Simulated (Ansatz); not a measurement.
**TiSeS monolayer, Janus: relaxing the cell for a phonon run**

Wanted: the relaxed cell of TiSeS monolayer, Janus.

Program: Ansatz 0.2.0. Level of theory: DFT LDA, scalar-relativistic, plane waves, PAW. Results are calculated unless marked as measured.

### 1. The structure

The cell holds 3 atoms: 1 Ti, 1 S and 1 Se. Its edges and angles: a = 3.500 Å, b = 3.500 Å, c = 20.000 Å, α = 90.0°, β = 90.0°, γ = 120.0°. Vacuum lies along c.

### 2. A coarse first look

A quick single point on a coarse mesh tells whether the cell has a gap and how far it is from rest, which sets the k mesh and smearing that follow.

The program solves this slab on a cell height of its own, 30.0 Å, in place of the one typed.

Input file input.yaml:

```yaml
crystal:
  lattice:
    - [3.5, 0.0, 0.0]
    - [-1.75, 3.03109, 0.0]
    - [0.0, 0.0, 20.0]
  atoms:
    - { symbol: Ti, position: [0.0, 0.0, 0.5] }
    - { symbol: S, position: [0.333333, 0.666667, 0.575] }
    - { symbol: Se, position: [0.666667, 0.333333, 0.42] }
  periodic: [true, true, false]
kpoints:
  mp_grid: { grid: [6, 6, 1] }
hamiltonian:
  xc: lda
scf:
  occupations: { method: gaussian, width: 0.1 }
output:
  forces: true
  stress: true
  eigenvalues: true
```

Run with:

```
$ ansatz run input.yaml --threads 8 --pin off --max-ram 14336MiB --backend cpu --events-out ev --progress --plain --runs-dir out
```

Numbers of over 12 decimals in the logs are rounded to 6 here.

The program printed:

```text
[...]
--- Band table (eV; the first three rows and the last of 7) ---
  k-point 0: bands = [... 13 lower, -8.0076, -7.2979, -5.5061, -5.5061, -5.3796, -5.3796, -5.0655, -2.5326]
  k-point 1: bands = [... 13 lower, -7.9491, -7.4150, -6.8352, -6.3981, -5.3820, -4.6280, -4.5455, -3.2970]
  k-point 2: bands = [... 13 lower, -8.8397, -8.0049, -7.3078, -6.8510, -5.7425, -4.4578, -4.2511, -2.8949]
  k-point 6: bands = [... 13 lower, -9.5682, -8.4247, -8.0826, -8.0751, -4.7110, -4.4786, -4.4313, -3.0517]
[key lines of the parts left out:]
SCF converged after 8 iterations
Free energy (F): -8706.422832 eV
Fermi energy:    -5.875621 eV
P = ½ c Tr σ = -5.8146 N/m
```

Run time: 0.78 s. Hardware: 8 threads of Arm Neoverse V2, shared host; peak memory 0.61 GiB.

Numbers from this step:

- gap on the k-mesh: 0 eV
- area per atom: 3.536 Å²

The coarse mesh shows no gap.

### 3. Rough relaxation

The start is far from rest, so a relaxation with loose tolerances brings it close first.

The program solves this slab on a cell height of its own, 30.0 Å, in place of the one typed.

Changes to input.yaml since step 2:

```diff
@@ -20 +20,6 @@
   eigenvalues: true
+relax:
+  adjacent_minimum: "off"
+  f_tol: 0.05
+  max_steps: 80
+  cell: { stress_2d_tol: 0.02 }
```

The program printed:

```text
[...]
Crystal: 3 atoms, lattice volume = 318.264 Å³
Basis set: ecut = 420 eV, 6215 PW (Γ)
Bands: 21, of which v1, the nominal top of the filled ones, is band 17 counted from 1 (16 counted from 0)
Symmetry: 6 space group operations
[...]
k-points: 7 of 36 (time reversal used)
[...]
F+E_penalty+E_count = -8706.72539209 eV   max|allowed force component| = 1.625e-3 eV/Å   (the final SCF, on the basis selected at the relaxed cell)
  cell:  # Å, volume = 295.4057 Å³
    - [3.371968, 0.0, 0]
    - [-1.685984, 2.920210, 0]
    - [0, 0, 30.0]
  atoms:
    - { symbol: Ti, position: [2.1562561781587525e-18, 0, 0.335296] }
    - { symbol: S, position: [0.333333, 0.666667, 0.379982] }
    - { symbol: Se, position: [0.666667, 0.333333, 0.281389] }
[key lines of the parts left out:]
SCF converged after 8 iterations
Free energy (F): -8706.725392 eV
Fermi energy:    -5.655546 eV
P = ½ c Tr σ = -0.0023 N/m
```

Run time: 4.9 s. Hardware: 8 threads; peak memory 0.66 GiB; 32 s of CPU time.

Relaxation path:

| step | energy less that of the first step (eV) | largest force component (eV/Å) | volume (Å³) |
| --- | --- | --- | --- |
| 1 | 0.0000 | 1.8087 | 318.26 |
| 2 | -0.2349 | 0.9909 | 304.98 |
| 3 | -0.3028 | 0.0644 | 296.36 |
| 4 | -0.3032 | 0.0097 | 295.16 |
| 5 | -0.3032 | 0.0015 | 295.41 |
| 6* | -0.3026 | 0.0016 | 295.41 |

Relaxation steps marked * repeat the geometry before them on a plane-wave basis chosen anew for their cell, so energy and pressure can jump there.

Forces are held to the 6 operations that the run works with; a distortion that breaks them can't arise in this run.

| cell as run | before | after | change |
| --- | --- | --- | --- |
| a (Å) | 3.500 | 3.372 | -3.7 % |
| b (Å) | 3.500 | 3.372 | -3.7 % |

The atoms that moved most (Å, along periodic axes as changes of fractional coordinates times the final cell, across vacuum about the mean position):

| atom | dx | dy | dz | length |
| --- | --- | --- | --- | --- |
| S2 | 0.000 | 0.000 | -0.101 | 0.101 |
| Ti1 | 0.000 | 0.000 | 0.059 | 0.059 |
| Se3 | 0.000 | 0.000 | 0.042 | 0.042 |

The relaxed structure:

```xyz
3
Lattice="3.3720 0.0000 0.0000 -1.6860 2.9202 0.0000 0.0000 0.0000 30.0000" Properties=species:S:1:pos:R:3
Ti    0.0000    0.0000   10.0589
S     0.0000    1.9468   11.3995
Se    1.6860    0.9734    8.4417
```

Numbers from this step:

```yaml
area_per_atom: 3.282 Å²
```

The relaxation ends with a largest force component of 0.0016 eV/Å.

### 4. Bringing the structure to rest

Harmonic phonons are second derivatives at a point where the forces vanish, and they are wanted at zero stress, so atoms and cell are relaxed first.

Input file input.yaml:

```yaml
crystal:
  lattice:
    - [3.3719683938, 0.0, 0.0]
    - [-1.6859841969, 2.9202102898, 0.0]
    - [0.0, 0.0, 30.0]
  atoms:
    - { symbol: Ti, position: [0.0, 0.0, 0.3352956434] }
    - { symbol: S, position: [0.3333333333, 0.6666666667, 0.3799819209] }
    - { symbol: Se, position: [0.6666666667, 0.3333333333, 0.2813891024] }
  periodic: [true, true, false]
kpoints:
  mp_grid: { grid: [15, 15, 1] }
hamiltonian:
  xc: lda
scf:
  occupations: { method: gaussian, width: 0.1 }
output:
  forces: true
  stress: true
  eigenvalues: true
  write_density: true
  write_potential: true
  elf: true
  volumetric_format: npy
relax:
  adjacent_minimum: "off"
  f_tol: 0.005
  max_steps: 80
  cell: { stress_2d_tol: 0.02 }
```

The program printed:

```text
[...]
Crystal: 3 atoms, lattice volume = 295.406 Å³
Basis set: ecut = 420 eV, 5825 PW (Γ)
Bands: 21, of which v1, the nominal top of the filled ones, is band 17 counted from 1 (16 counted from 0)
[... 1 set-up line as in the run before ...]
[...]
k-points: 27 of 225 (time reversal used)
[...]
SCF iter   1: F=—  HF=-8706.758698 eV  |F-HF|=—  |Δ(HF+E_count)|=         —  Δρ=3.95e-3  dr2=3.02e-1  ethr=1.77e-3  ⟨swp⟩=11.0  Hψ=3830  notcnv=0
[...]
SCF iter   8: F=-8706.732164 eV  HF=-8706.732164 eV  |F-HF|=1.95e-8  |Δ(HF+E_count)|=   4.53e-8  Δρ=3.13e-6  dr2=4.07e-8  ethr=2.94e-10  ⟨swp⟩=17.4  Hψ=5514  notcnv=0
SCF 1 converged in 8 iterations: F = -8706.732164 eV  dr2 = 4.07e-8
[...]
relax step   1: F+E_penalty+E_count = -8706.73216411 eV  Δ(F+E_penalty+E_count) = +0.000e0 eV  max|allowed force component| = 7.992e-3 eV/Å  Δτ_max = 0.0000 Å  P = -0.022 N/m  Ω = 295.406 Å³  fix = [c, alpha, beta]  reactions: c -0.000 N/m  (8 SCF iters, dr2 threshold 1.00e-7 eV, accepted)
Crystal: 3 atoms, lattice volume = 295.320 Å³
[...]
SCF iter   4: F=-8706.732171 eV  HF=-8706.732171 eV  |F-HF|=3.09e-11  |Δ(HF+E_count)|=   8.97e-9  Δρ=1.24e-6  dr2=3.56e-9  ethr=1.17e-11  ⟨swp⟩=11.4  Hψ=5000  notcnv=0
SCF 2 converged in 4 iterations: F = -8706.732171 eV  dr2 = 3.56e-9
relax step   2: F+E_penalty+E_count = -8706.73217128 eV  Δ(F+E_penalty+E_count) = -7.171e-6 eV  max|allowed force component| = 2.537e-3 eV/Å  Δτ_max = 0.0004 Å  P = -0.008 N/m  Ω = 295.320 Å³  energy of the carried Pulay correction = +3.333e-6 eV  fix = [c, alpha, beta]  reactions: c -0.000 N/m  (4 SCF iters, dr2 threshold 3.99e-9 eV, accepted)
[...]
SCF iter   7: F=-8706.732169 eV  HF=-8706.732169 eV  |F-HF|=4.91e-11  |Δ(HF+E_count)|=  1.82e-12  Δρ=8.33e-9  dr2=2.90e-13  ethr=1.00e-12  ⟨swp⟩=12.5  Hψ=3856  notcnv=0
SCF 3 converged in 7 iterations: F = -8706.732169 eV  dr2 = 2.90e-13
relax step   3: F+E_penalty+E_count = -8706.73216930 eV  Δ(F+E_penalty+E_count) = +1.982e-6 eV  max|allowed force component| = 2.511e-3 eV/Å  Δτ_max = 0.0000 Å  P = -0.008 N/m  Ω = 295.320 Å³  fix = [c, alpha, beta]  reactions: c -0.000 N/m  stress off target by 8.38e-3 N/m on what of the cell is left free  SCF on the basis re-selected at this cell (its energy is not comparable with the rows above)  (7 SCF iters)
[...]
WARN: The output density's exchange-correlation potential varies sharply where the density is thin. Do not read a vacuum level from v_tot or v_xc, or from such a field of the output density. On a cell that repeats whose density bears no net charge and no dipole along the vacuum's axis use v_es (v_loc + v_h of the components); under efield.dipole_correction with no amplitude use v_es + v_field, which holds any externa [...]
SCF converged after 7 iterations
Free energy (F): -8706.732169 eV
[...]
Internal energy: -8706.727922 eV  (E = F + TS)
E sigma→0 (E₀):  -8706.730046 eV
Entropy (-TS):   -0.004247 eV (-1.416 meV/atom)
Fermi energy:    -5.617357 eV
[...]
--- Forces (eV/Å), atoms counted from 1 ---
  atom   1  Ti     0.00000000    -0.00000000     0.00192670
  atom   2  S      0.00000000    -0.00000000    -0.00239660
  atom   3  Se    -0.00000000    -0.00000000     0.00081309
  max |Σ_I F_I| component: 3.43e-4 eV/Å
--- 2D stress c σ (N/m, compression-positive) ---
       -0.008381      -0.000000      -0.000000
       -0.000000      -0.008381       0.000000
       -0.000000       0.000000      -0.000000
  P = ½ c Tr σ = -0.0084 N/m
--- Band table (eV; the first three rows and the last of 27) ---
  k-point 0: bands = [... 13 lower, -8.2727, -7.3371, -5.1322, -5.1322, -5.0063, -5.0063, -4.6294, -1.7280]
  k-point 1: bands = [... 13 lower, -8.2574, -7.1542, -5.7434, -5.5313, -4.9224, -4.6247, -4.4039, -2.0040]
  k-point 2: bands = [... 13 lower, -8.2208, -6.9564, -6.6248, -5.9488, -4.9953, -4.2673, -4.1639, -2.4732]
  k-point 26: bands = [... 13 lower, -9.8457, -8.5072, -8.1429, -8.0020, -4.3489, -4.0546, -3.9785, -2.4123]
--- Relaxed structure (2 steps of the walk, 2 accepted, 1 SCFs on fresh bases) ---
[...]
cell:  # Å, volume = 295.3199 Å³
    - [3.371479, 0.0, 0]
    - [-1.685739, 2.919786, 0]
    - [0, 0, 30.0]
  atoms:
    - { symbol: Ti, position: [0, 0, 0.335304] }
    - { symbol: S, position: [0.333333, 0.666667, 0.379985] }
    - { symbol: Se, position: [0.666667, 0.333333, 0.281377] }
```

It took 7.9 s on 8 threads; peak memory 0.79 GiB.

Little changed from the start: no atom moved by 0.005 Å and no cell edge by 0.1 %.

This step gave:

| Item | Value |
| --- | --- |
| area per atom | 3.281 Å² |

ELF in the ac plane at fractional y = 0.333, with atoms of Se within 0.2 Å of it. It is the smooth field of the valence electrons, not physical close to the nuclei.

Ten even steps from '_' (0.00) to '@' (0.80), each cell a mean:
```
__________________________________
__________________________________
__________________________________
__________________________________
__________________________________
__________________________________
__________________________________
__________________________________
__________________________________
__________________________________
__________________________________
__________________________________
__________________________________
::--------::....________________..
%%@@@@@@@@@@##++--..________..--**
--==========----::::........::::--
++--::..::--++##%%%%########%%##**
##==::..::**%%@@@@@@##****%%@@@@@@
::________..--++**##%%%%%%%%##**==
______________________....________
__________________________________
__________________________________
__________________________________
__________________________________
```
Columns run along a (3.4 Å), rows up along c (30.0 Å). Atoms in or near the plane, at fractional coordinates: Se at (0.67, 0.28).

Electrostatic potential energy in the ac plane at fractional y = 0.333, with atoms of Se within 0.2 Å of it. With pseudopotentials it is smooth inside the atoms' cores, unlike the true potential.

Ten even steps from '0' (-14 eV) to '9' (0 eV), each cell a mean:
```
99999999999999999
99999999999999999
99999999999999999
99999999999999999
99999999999999999
99999999999999999
99999999999999999
99999999999999999
99999999999999999
99999999999999999
99999999999999999
99999999999999999
99999999999999999
99999999999999999
65444577899999887
31101245678887765
44444443221111223
67888741000000002
99999999988888899
99999999999999999
99999999999999999
99999999999999999
99999999999999999
99999999999999999
```
Columns run along a (3.4 Å; values clipped at the 3rd and 97th percentile), rows up along c (30.0 Å). Atoms in or near the plane, at fractional coordinates: Se at (0.67, 0.28).

Valence density in the ac plane at fractional y = 0.333, with atoms of Se within 0.2 Å of it. It is the smooth field of the valence electrons, not physical close to the nuclei.

Values in e/Å³, 24 rows by 14 columns, each cell a mean:
```
 0  0  0  0  0  0  0  0  0  0  0  0  0  0
 0  0  0  0  0  0  0  0  0  0  0  0  0  0
 0  0  0  0  0  0  0  0  0  0  0  0  0  0
 0  0  0  0  0  0  0  0  0  0  0  0  0  0
 0  0  0  0  0  0  0  0  0  0  0  0  0  0
 0  0  0  0  0  0  0  0  0  0  0  0  0  0
 0  0  0  0  0  0  0  0  0  0  0  0  0  0
 0  0  0  0  0  0  0  0  0  0  0  0  0  0
 0  0  0  0  0  0  0  0  0  0  0  0  0  0
 0  0  0  0  0  0  0  0  0  0  0  0  0  0
 0  0  0  0  0  0  0  0  0  0  0  0  0  0
 0  0  0  0  0  0  0  0  0  0  0  0  0  0
 0  0  0  0  0  0  0  0  0  0  0  0  0  0
 0  0  0  0  0  0  0  0  0  0  0  0  0  0
 0  0  0  0  0  0  0  0  0  0  0  0  0  0
 0  0  0  0  0  0  0  0  0  0  0  0  0  0
 0  0  0  0  0  0  1  1  2  4  3  2  1  0
 0  0  0  0  0  0  1  3  8 15 12  5  1  1
 0  0  0  0  0  0  0  0  0  0  0  0  0  0
 0  0  0  0  0  0  0  0  0  0  0  0  0  0
 0  0  0  0  0  0  0  0  0  0  0  0  0  0
 0  0  0  0  0  0  0  0  0  0  0  0  0  0
 0  0  0  0  0  0  0  0  0  0  0  0  0  0
 0  0  0  0  0  0  0  0  0  0  0  0  0  0
```
Columns run along a (3.4 Å), rows up along c (30.0 Å). Atoms in or near the plane, at fractional coordinates: Se at (0.67, 0.28).

### 5. Tight relaxation

Phonons need a cell at rest on their own settings, so the relaxation is repeated with tight tolerances on forces and stress on the k mesh and occupations of the first response run.

Input file input.yaml:

```yaml
crystal:
  lattice:
    - [3.3714786935, 0.0, 0.0]
    - [-1.6857393468, 2.9197861969, 0.0]
    - [0.0, 0.0, 30.0]
  atoms:
    - { symbol: Ti, position: [0.0, 0.0, 0.3353040214] }
    - { symbol: S, position: [0.3333333333, 0.6666666667, 0.3799854245] }
    - { symbol: Se, position: [0.6666666667, 0.3333333333, 0.2813772208] }
  periodic: [true, true, false]
kpoints:
  mp_grid: { grid: [18, 18, 1] }
hamiltonian:
  xc: lda
scf:
  occupations: { method: methfessel_paxton, width: 0.15 }
output:
  forces: true
  stress: true
  eigenvalues: true
relax:
  adjacent_minimum: "off"
  f_tol: 0.001
  max_steps: 60
  cell: { stress_2d_tol: 0.002 }
```

The program printed:

```text
[...]
Crystal: 3 atoms, lattice volume = 295.320 Å³
Basis set: ecut = 420 eV, 5825 PW (Γ)
Bands: 21, of which v1, the nominal top of the filled ones, is band 17 counted from 1 (16 counted from 0)
[... 1 set-up line as in the run before ...]
[...]
k-points: 37 of 324 (time reversal used)
[...]
--- Relaxed structure (4 steps of the walk, 4 accepted, 1 SCFs on fresh bases) ---
[...]
cell:  # Å, volume = 295.4067 Å³
    - [3.371974, 2.8871699894433525e-11, 0]
    - [-1.685987, 2.920215, 0]
    - [0, 0, 30.0]
  atoms:
    - { symbol: Ti, position: [0, 0, 0.335305] }
    - { symbol: S, position: [0.333333, 0.666667, 0.379959] }
    - { symbol: Se, position: [0.666667, 0.333333, 0.281403] }
[key lines of the parts left out:]
SCF converged after 8 iterations
Free energy (F): -8706.729366 eV
Fermi energy:    -5.592108 eV
P = ½ c Tr σ = -0.0000 N/m
```

Wall time 15 s (8 threads); peak memory 0.84 GiB; 1.9 min of CPU time.

Little changed from the start: no atom moved by 0.005 Å and no cell edge by 0.1 %.

Numbers from this step:

| Item | Value |
| --- | --- |
| area per atom | 3.282 Å² |

The largest force component left is 0.12 meV/Å, within the tolerances set.

### 6. What came out

```yaml
space_group_after_relaxation_within_0p01_a: P3m1
lattice_constant_a: 3.372 Å
lattice_constant_b: 3.372 Å
area_per_atom: 3.28 Å²
```

The largest force component left is 0.12 meV/Å, within the tolerances set. The relaxation keeps the symmetry of its start, so it says nothing on stability against lower symmetry. The starting cell was built on a prototype and not taken from a measurement.

[Logs are printed without paths, hosts, clocks, repeated set-up lines and the standing remarks that a program may print on its own settings, such as how far it seeks lower states.]

[Hosts, paths, dates, database ids (printed as entryN), source tags and the programs' standing remarks are cut or masked in the printed files.]
